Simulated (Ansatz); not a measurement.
# Work function of Ba(111): what the settings cost and change

How far do functional and pseudopotentials move the work function of Ba(111), and at what cost?

Calculated with Ansatz 0.2.0; plane-wave DFT, PBE, Ansatz PAW, in the first sound run; inputs show where later runs differ.

Report form: the programs' logs are mostly left out.

## (1) The structure

The cell holds 11 atoms: 11 Ba. Its edges and angles: a = 7.099 Å, b = 7.099 Å, c = 32.491 Å, α = 90.0°, β = 90.0°, γ = 60.0°. Vacuum lies along c.

## (2) Slab, setting PBE, Ansatz PAW (420 eV)

A work function rests on the faint tail of the density, so the SCF threshold is tight. PBE on the default files comes first; the next runs keep the geometry and change functional or files, each at the cutoff that its files recommend; a relaxation and, for heavy metals, spin-orbit coupling close the ladder.

Contents of input.yaml:

```yaml
crystal:
  lattice:
    - [7.0993520831, 0.0, 0.0]
    - [3.5496760416, 6.1482192544, 0.0]
    - [0.0, 0.0, 32.4914917567]
  atoms:
    - { symbol: Ba, position: [0.6666666667, 0.6666666667, 0.2769955922] }
    - { symbol: Ba, position: [0.0, 0.0, 0.3215964737] }
    - { symbol: Ba, position: [0.3333333333, 0.3333333333, 0.3661973553] }
    - { symbol: Ba, position: [0.6666666667, 0.6666666667, 0.4107982369] }
    - { symbol: Ba, position: [0.0, 0.0, 0.4553991184] }
    - { symbol: Ba, position: [0.3333333333, 0.3333333333, 0.5] }
    - { symbol: Ba, position: [0.6666666667, 0.6666666667, 0.5446008816] }
    - { symbol: Ba, position: [0.0, 0.0, 0.5892017631] }
    - { symbol: Ba, position: [0.3333333333, 0.3333333333, 0.6338026447] }
    - { symbol: Ba, position: [0.6666666667, 0.6666666667, 0.6784035263] }
    - { symbol: Ba, position: [0.0, 0.0, 0.7230044078] }
kpoints:
  mp_grid: { grid: [7, 7, 1] }
hamiltonian:
  xc: pbe
scf:
  occupations: { method: fermi_dirac, width: 0.1 }
  convergence: { dr2_threshold: 1.0e-09 }
efield:
  axis: 3
  dipole_correction: true
  ramp_position: 0.97
  ramp_width: 0.06
output:
  write_potential: true
  write_density: true
  volumetric_format: npy
  elf: true
```

Started as:

```
$ ansatz run input.yaml --threads 4 --pin off --max-ram 6144MiB --backend cpu --events-out ev --progress --plain --runs-dir out
```

The job ended after 2.2 min (4 threads of Arm Neoverse N1, shared host; peak memory 2.6 GiB; 7 min of CPU time).

Numbers from this step:

| Quantity | Value |
| --- | --- |
| energy at zero smearing | -65442.6892 eV |
| work function, upper face | 2.394 eV |

Running mean over 1.449 Å of the planar mean; the ramp of the sawtooth is left out. The electron's electrostatic potential energy less the Fermi level by z:

```tsv
z (Å)	electron's electrostatic potential energy less the Fermi level (eV)
4	2.39
5	2.38
6	2.30
7	1.95
8	0.183
9	-2.46
10	-3.09
11	-2.94
12	-2.85
13	-2.88
14	-2.92
15	-2.93
16	-2.93
17	-2.93
18	-2.92
19	-2.90
20	-2.86
21	-2.87
22	-3.03
23	-2.99
24	-1.26
25	1.38
26	2.20
27	2.35
28	2.39
29	2.39
```

Valence density in the ca plane at fractional y = 0.000, with atoms of Ba within 0.2 Å of it. It is the smooth field of the valence electrons, not physical close to the nuclei.

Ten even steps from '0' (0.0 e/Å³) to '9' (1.3 e/Å³), each cell a mean:
```
00026966961000016966961000016966961000000000
00013899841000013899831000013899831000000000
00001354310000001344310000001344310000000000
00000011000000000011000000000011000000000000
00000000000000000000000000000000000000000000
00000000000000000000000000000000000000000000
00000000000000000000000000000000000000000000
00000000000000000000000000000000000000000000
00000000000000000000000000000000000000000000
00000000000000000000000000000000000000000000
00000000000000000000000000000000000000000000
00000000000000000000000000000000000000000000
00000000000000000000000000000000000000000000
00000000000000000000000000000000000000000000
00000000000000000000000000000000000000000000
00000122100000000122100000000122100000000000
00002588520000002588520000002588520000000000
00015988951000015988951000015988951000000000
00027933972000027933972000027933972000000000
```
Columns run along c (16.0 Å, from fractional 0.38 to 0.88 of the cell), rows up along a (7.1 Å). Atoms in or near the plane, at fractional coordinates: Ba at (0.46, 0.00), Ba at (0.59, 0.00), Ba at (0.72, 0.00).

Electrostatic potential energy in the ca plane at fractional y = 0.000, with atoms of Ba within 0.2 Å of it. With pseudopotentials it is smooth inside the atoms' cores, unlike the true potential.

Ten even steps from '0' (-39 eV) to '9' (4 eV), each cell a mean:
```
99973000037999973000037999873000037899999999
99985200258999985200258999985200258899999999
99998645689999998655689999987644678999999999
99999888899999999888899999999888889999999999
99999999999999999999999999999999999999999999
99999999999999999999999999999999999999999999
99999999999999999999999999999999999999999999
99999999999999999999999999999999999999999999
99999999999999999999999999999999999999999999
99999999999999999999999999999999999999999999
99999999999999999999999999999999999999999999
99999999999999999999999999999999999999999999
99999999999999999999999999999999999999999999
99999999999999999999999999999999999999999999
99999988999999999988999999999988899999999999
99998766789999998766789999998766788999999999
99987422478999987422478999986422468999999999
99974100147999974100148999974000047899999999
99873000037899873000037999872000037899999999
```
Columns run along c (16.0 Å, from fractional 0.38 to 0.88 of the cell; values clipped at the 3rd and 97th percentile), rows up along a (7.1 Å). Atoms in or near the plane, at fractional coordinates: Ba at (0.46, 0.00), Ba at (0.59, 0.00), Ba at (0.72, 0.00).

ELF in the ca plane at fractional y = 0.000, with atoms of Ba within 0.2 Å of it. It is the smooth field of the valence electrons, not physical close to the nuclei.

Ten even steps from '0' (0.00) to '9' (0.87), each cell a mean:
```
00159812795100159722795111159722797200122110
11138989983111138988983112138999995100122100
33114799741122114799741133214799852001121100
54311233211344211233211355421234311011211000
55431111113455431111113466542111111112110000
55443222234455443222334555554322222222110000
33334444443333334444444333344444443321100000
21223455432211223455432222222344443211000000
11112455421111112455432111111234433210000000
11112455421111112455432111111233432210000000
11123455432111123455432111112334443211000000
22233455433222233455443332333445443221000000
44443333344444443333444445544443333221100000
55532111123555432111123566653211111122110000
55321111112355321111112456521122110111211000
43212566521233212566521244212567631001221100
22126999962122127999972122126999973101121100
11149955994111149955994111149955996200122100
00169600696100169600695111159600697200122110
```
Columns run along c (16.0 Å, from fractional 0.38 to 0.88 of the cell), rows up along a (7.1 Å). Atoms in or near the plane, at fractional coordinates: Ba at (0.46, 0.00), Ba at (0.59, 0.00), Ba at (0.72, 0.00).

The work function is 2.394 eV.

## (3) Slab

This step: plane-wave DFT, LDA, Ansatz PAW (Ansatz 0.2.0).

input.yaml, as its differences from that of step 2:

```diff
@@ -20,3 +20,3 @@
 hamiltonian:
-  xc: pbe
+  xc: lda
 scf:
@@ -33,2 +33 @@
   volumetric_format: npy
-  elf: true
```

Elapsed: 2.1 min, on 4 threads; peak memory 2.6 GiB; 6.5 min of CPU time.

The work function is 2.554 eV, +0.160 eV from the run “PBE, Ansatz PAW (420 eV)”, at 0.94 times its CPU time.

## (4) Run

This step: plane-wave DFT, PBEsol, Ansatz PAW (Ansatz 0.2.0).

input.yaml, as its differences from that of step 3:

```diff
@@ -20,3 +20,3 @@
 hamiltonian:
-  xc: lda
+  xc: pbesol
 scf:
```

Elapsed: 2.1 min, on 4 threads; peak memory 2.6 GiB.

The work function is 2.427 eV, +0.033 eV from the run “PBE, Ansatz PAW (420 eV)”, at 0.96 times its CPU time.

## (5) Run

This step: plane-wave DFT, RPBE, Ansatz PAW (Ansatz 0.2.0).

input.yaml, as its differences from that of step 4:

```diff
@@ -20,3 +20,3 @@
 hamiltonian:
-  xc: pbesol
+  xc: rpbe
 scf:
```

It took 2.2 min on 4 threads; peak memory 2.6 GiB.

The work function is 2.295 eV, -0.099 eV from the run “PBE, Ansatz PAW (420 eV)”, at 1.0 times its CPU time.

## (6) Slab

This step: plane-wave DFT, r2SCAN, Ansatz PAW (Ansatz 0.2.0).

input.yaml, as its differences from that of step 5:

```diff
@@ -20,3 +20,3 @@
 hamiltonian:
-  xc: rpbe
+  xc: r2scan
 scf:
```

It took 4.3 min on 4 threads; peak memory 5.2 GiB.

The work function is 2.379 eV, -0.015 eV from the run “PBE, Ansatz PAW (420 eV)”, at 2.0 times its CPU time.

## (7) Slab

This step: plane-wave DFT, PBE, JTH PAW (Ansatz 0.2.0).

input.yaml, as its differences from that of step 6:

```diff
@@ -20,3 +20,4 @@
 hamiltonian:
-  xc: r2scan
+  xc: pbe
+  pseudopotentials: { kind: paw, source: jth }
 scf:
```

It took 4 min on 4 threads; peak memory 5.1 GiB; 13 min of CPU time.

The work function is 2.396 eV, +0.002 eV from the run “PBE, Ansatz PAW (420 eV)”, at 1.8 times its CPU time.

## (8) Slab

This step: plane-wave DFT, PBE, norm-conserving (Ansatz 0.2.0).

input.yaml, as its differences from that of step 7:

```diff
@@ -21,3 +21,3 @@
   xc: pbe
-  pseudopotentials: { kind: paw, source: jth }
+  pseudopotentials: { kind: nc }
 scf:
```

The job ended after 5.2 min (4 threads; peak memory 5.1 GiB; 17 min of CPU time).

The work function is 2.393 eV, -0.000 eV from the run “PBE, Ansatz PAW (420 eV)”, at 2.5 times its CPU time.

## (9) Run

This step: plane-wave DFT, LDA, norm-conserving (Ansatz 0.2.0).

input.yaml, as its differences from that of step 8:

```diff
@@ -20,3 +20,3 @@
 hamiltonian:
-  xc: pbe
+  xc: lda
   pseudopotentials: { kind: nc }
```

It took 5 min on 4 threads; peak memory 4.9 GiB; 17 min of CPU time.

The work function is 2.554 eV, +0.160 eV from the run “PBE, Ansatz PAW (420 eV)”, at 2.4 times its CPU time.

## (10) Run, setting PBE, all layers relaxed

This step: plane-wave DFT, PBE, Ansatz PAW (Ansatz 0.2.0).

input.yaml, as its differences from that of step 9:

```diff
@@ -20,4 +20,3 @@
 hamiltonian:
-  xc: lda
-  pseudopotentials: { kind: nc }
+  xc: pbe
 scf:
@@ -30,2 +29,5 @@
   ramp_width: 0.06
+relax:
+  f_tol: 0.01
+  max_steps: 40
 output:
```

It took 4.9 min on 4 threads; peak memory 2.5 GiB; 17 min of CPU time.

The relaxation took 4 steps and lowered the energy by 0.092 eV; the largest force on the free atoms ends at 0.0050 eV/Å.

The work function is 2.366 eV, -0.028 eV from the run “PBE, Ansatz PAW (420 eV)”, at 2.4 times its CPU time.

## (11) Run

This step: plane-wave DFT, PBE, fully relativistic PAW with spin-orbit coupling (Ansatz 0.2.0).

input.yaml, as its differences from that of step 10:

```diff
@@ -21,2 +21,3 @@
   xc: pbe
+  pseudopotentials: { kind: paw_fr }
 scf:
@@ -29,5 +30,5 @@
   ramp_width: 0.06
-relax:
-  f_tol: 0.01
-  max_steps: 40
+magnetization:
+  noncollinear: true
+  spin_orbit: true
 output:
```

It took 26 min on 4 threads; peak memory 6.1 GiB; 1.6 h of CPU time.

The work function is 2.395 eV, +0.001 eV from the run “PBE, Ansatz PAW (420 eV)”, at 14 times its CPU time.

## (12) Side by side

Times are for 4 threads of Arm Neoverse N1, shared host. The series side by side:

```tsv
no.	setting	work function, upper face (eV)	time	memory (GiB)
1	PBE, Ansatz PAW (420 eV)	2.394	2.2 min	2.6
2	LDA, Ansatz PAW (420 eV)	2.554	2.1 min	2.6
3	PBEsol, Ansatz PAW (420 eV)	2.427	2.1 min	2.6
4	RPBE, Ansatz PAW (420 eV)	2.295	2.2 min	2.6
5	r2SCAN, Ansatz PAW (500 eV)	2.379	4.3 min	5.2
6	PBE, JTH PAW (660 eV)	2.396	4 min	5.1
7	PBE, norm-conserving (770 eV)	2.393	5.2 min	5.1
8	LDA, norm-conserving (770 eV)	2.554	5 min	4.9
9	PBE, all layers relaxed	2.366	4.9 min	2.5
10	PBE with spin-orbit coupling (420 eV)	2.395	26 min	6.1
```

## (13) A changed input

This step: plane-wave DFT, PBE, Ansatz PAW (Ansatz 0.2.0).

An input spoilt on purpose, to show how the run answers: it repeats the earlier run “PBE, Ansatz PAW (420 eV)” with efield.axis from 3 to 1, and scf.max_iter set to 75; its output block differs too.

input.yaml, as its differences from that of step 11:

```diff
@@ -21,3 +21,2 @@
   xc: pbe
-  pseudopotentials: { kind: paw_fr }
 scf:
@@ -25,4 +24,5 @@
   convergence: { dr2_threshold: 1.0e-09 }
+  max_iter: 75
 efield:
-  axis: 3
+  axis: 1
   dipole_correction: true
@@ -30,5 +30,2 @@
   ramp_width: 0.06
-magnetization:
-  noncollinear: true
-  spin_orbit: true
 output:
```

Elapsed: 0.69 s, on 4 threads; peak memory 1.2 GiB.

The input was rejected at the start.

The program's message: “Error: efield: ion 1 (Ba) at fractional coordinate 0.0000 along the field axis lies inside the sawtooth ramp with 2 of the planes that the density is read on at each end, [0.9283, 0.0717] — the ramp m …”

The fault put into the input: the field along an axis without vacuum.

## (14) Results

```json
{"work function, PBE, Ansatz PAW (420 eV)": "2.394 eV", "work function, LDA, Ansatz PAW (420 eV)": "2.554 eV", "work function, RPBE, Ansatz PAW (420 eV)": "2.295 eV", "work function, r2SCAN, Ansatz PAW (500 eV)": "2.379 eV", "work function, PBE, all layers relaxed": "2.366 eV", "work function, PBE with spin-orbit coupling (420 eV)": "2.395 eV"}
```

In words: PBE on the default files gives 2.39 eV, and the settings tried spread the value from 2.29 to 2.55 eV. At one geometry LDA lies 0.16 eV above PBE. The choice of pseudopotentials moves the PBE value by 0.002 eV. Relaxing the layers changes it by -0.028 eV. Spin-orbit coupling, on the fully relativistic files, changes it by +0.00 eV. The ladder's slabs use the tabulated experimental lattice constant (two decimals; a low-temperature value for the alkali metals).

[Logs are printed without paths, hosts, clocks, repeated set-up lines and the standing remarks that a program may print on its own settings, such as how far it seeks lower states.]

[Hosts, paths, dates, database ids (printed as entryN), source tags and the programs' standing remarks are cut or masked in the printed files.]

[Maps of the electrostatic potential energy from Ansatz leave out the sawtooth potential of an applied field or a dipole correction, so their vacuum need not be flat; planar profiles and work functions include it.]
